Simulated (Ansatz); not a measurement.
# What went wrong? random rock-salt alloy of BaTe and SnTe (64 atoms)

Program: Ansatz 0.2.0. The cell: 15 Ba, 32 Te and 17 Sn.

The database entry behind the starting cell differs from later determinations by our own check (about 2.5 % short), so it need not match the best structure at ambient conditions.

input.yaml reads:

```yaml
crystal:
  lattice:
    - [13.1162, 0.0, 0.0]
    - [0.0, 13.1162, 0.0]
    - [0.0, 0.0, 13.1162]
  atoms:
    - { symbol: Ba, position: [0.99782, 0.98225, 0.00955] }
    - { symbol: Te, position: [0.2537, 0.0035, 0.99429] }
    - { symbol: Sn, position: [0.00886, 0.25332, 0.24269] }
    - { symbol: Te, position: [0.25162, 0.2514, 0.24739] }
    - { symbol: Ba, position: [0.25158, 0.99796, 0.24022] }
    - { symbol: Te, position: [0.98401, 0.99834, 0.2547] }
    - { symbol: Sn, position: [0.24788, 0.25883, 0.98652] }
    - { symbol: Te, position: [0.99684, 0.24932, 0.99812] }
    - { symbol: Ba, position: [0.00635, 0.99408, 0.50381] }
    - { symbol: Te, position: [0.24585, 0.99502, 0.50433] }
    - { symbol: Sn, position: [0.99396, 0.25163, 0.75385] }
    - { symbol: Te, position: [0.25057, 0.24859, 0.74329] }
    - { symbol: Ba, position: [0.25051, 0.99804, 0.74328] }
    - { symbol: Te, position: [0.00533, 0.99035, 0.73839] }
    - { symbol: Sn, position: [0.25412, 0.24471, 0.49936] }
    - { symbol: Te, position: [0.00708, 0.25402, 0.49637] }
    - { symbol: Sn, position: [0.99783, 0.5112, 0.00837] }
    - { symbol: Te, position: [0.25435, 0.50284, 0.00376] }
    [... 40 atom lines left out ...]
    - { symbol: Ba, position: [0.50435, 0.74197, 0.74392] }
    - { symbol: Te, position: [0.74984, 0.7335, 0.74916] }
    - { symbol: Sn, position: [0.75553, 0.48845, 0.74996] }
    - { symbol: Te, position: [0.51149, 0.50045, 0.74993] }
    - { symbol: Ba, position: [0.75833, 0.75938, 0.506] }
    - { symbol: Te, position: [0.49811, 0.74851, 0.49818] }
kpoints:
  mp_grid: { grid: [1, 1, 1] }
hamiltonian:
  xc: lda+u
scf:
  occupations: { method: gaussian, width: 0.025 }
  max_iter: 80
output:
  forces: true
```

Run with:

```sh
> ansatz run input.yaml --threads 4 --pin off --max-ram 8192MiB --backend cpu --events-out ev --progress --plain --runs-dir out
```

The program printed:

```text
Error: YAML parse error: error: line 74 column 7: hamiltonian.xc: unknown variant `lda+u`, expected one of `lda`, `lda-pw`, `pw92`, `pbe`, `pbesol`, `rpbe`, `revpbe`, `blyp`, `pbe0`, `revpbe0`, `b3lyp`, `b3lyp5`, `hse06`, `wpbeh`, `hiss`, `lc_wpbe`, `cam_b3lyp`, `hf`, `r2scan`, `r2scanh`, `r2scan0`, `r2scan50`, `mr2scan`
  --> <input>:74:7
   |
72 |   mp_grid: { grid: [1, 1, 1] }
73 | hamiltonian:
74 |   xc: lda+u
   |       ^ hamiltonian.xc: unknown variant `lda+u`, expected one of `lda`, `lda-pw`, `pw92`, `pbe`, `pbesol`, `rpbe`, `revpbe`, `blyp`, `pbe0`, `revpbe0`, `b3lyp`, `b3lyp5`, `hse06`, `wpbeh`, `hiss`, `lc_wpbe`, `cam_b3lyp`, `hf`, `r2scan`, `r2scanh`, `r2scan0`, `r2scan50`, `mr2scan`
75 | scf:
76 |   occupations: { method: gaussian, width: 0.025 }
   |
```

Elapsed: 0.02 s, on 4 threads of AMD EPYC 9R45, shared host; peak memory 0.03 GiB.

What is at fault here, and what would mend it?

An unknown functional: hamiltonian.xc = "lda+u".

The fix is to type the functional by a name that the program lists.

The program refused it before any cycle.

[Logs are printed without paths, hosts, clocks, repeated set-up lines and the standing remarks that a program may print on its own settings, such as how far it seeks lower states.]

[Hosts, paths, dates, database ids (printed as entryN), source tags and the programs' standing remarks are cut or masked in the printed files.]
